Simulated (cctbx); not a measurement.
# What resolution and counting buy: Al3Te4Rh

Space group P2/m (no. 10), a = 6.3080 Å, b = 4.1650 Å, c = 7.4490 Å, α = 90.00°, β = 90.17°, γ = 90.00°.

```
atom  mult.       x    y       z  Ueq (Å²)
 Te1      2  0.2450  1/2  0.1744    0.0140
 Te2      2     1/4    0  0.6566    0.0139
 Rh1      1     1/2    0       0    0.0135
 Al1      1       0  1/2     1/2    0.0252
 Al2      1       0    0       0    0.0238
 Al3      1     1/2  1/2     1/2    0.0198
```

The model is made up (kin elements in a known structure type, no relaxation), so it says nothing on whether the phase exists.

Five simulated data sets (cctbx; Ag Kα, λ = 0.56087 Å; 4 % proportional error) differ in resolution or exposure (noise floor 2 counts in the first three, 8 in the last two). Each is refined with the right model, isotropic at 1.1 Å and anisotropic otherwise. How do the figures of merit and the uncertainties move?

```csv
d min (Å),top counts,"⟨I/σ⟩ (unmerged, absences included)",unique,param. (scale apart),Rint,R1,GooF,largest s.u. xyz (fractional),s.u. U of Al1 (Å²),largest error (Å)
1.1,40000,16.9,179,10,0.024,0.0131,0.91,0.00006,0.0008,0.0007
0.84,40000,15.9,392,28,0.029,0.0121,0.91,0.00003,0.0009,0.0003
0.6,40000,13.5,1051,28,0.031,0.0150,0.95,0.00002,0.0006,0.0002
0.75,300,1.4,545,28,0.311,0.0686,0.91,0.00115,0.0249,0.0150
0.75,3000,5.9,545,28,0.066,0.0325,0.91,0.00016,0.0037,0.0021
```

The number of reflections grows roughly as 1/d³: 179, 392 and 1051 here. R1 follows the noise rather than the truth: at 300 counts it is 0.0686, at 3000 counts 0.0325, while GooF is 0.91 and 0.91: the weights 1/σ² carry the noise. The s.u. of U (U11 where anisotropic) for Al1 goes 0.0008, 0.0009, 0.0006 Å² with resolution and 0.0249, 0.0037 Å² with exposure.

Hardware for the 0.6 Å refinement: 0.42 s on 1 thread of Arm Neoverse V2, on a shared host, peak memory 0.09 GiB.

[Logs are printed without paths, hosts, clocks, repeated set-up lines and the standing remarks that a program may print on its own settings, such as how far it seeks lower states.]
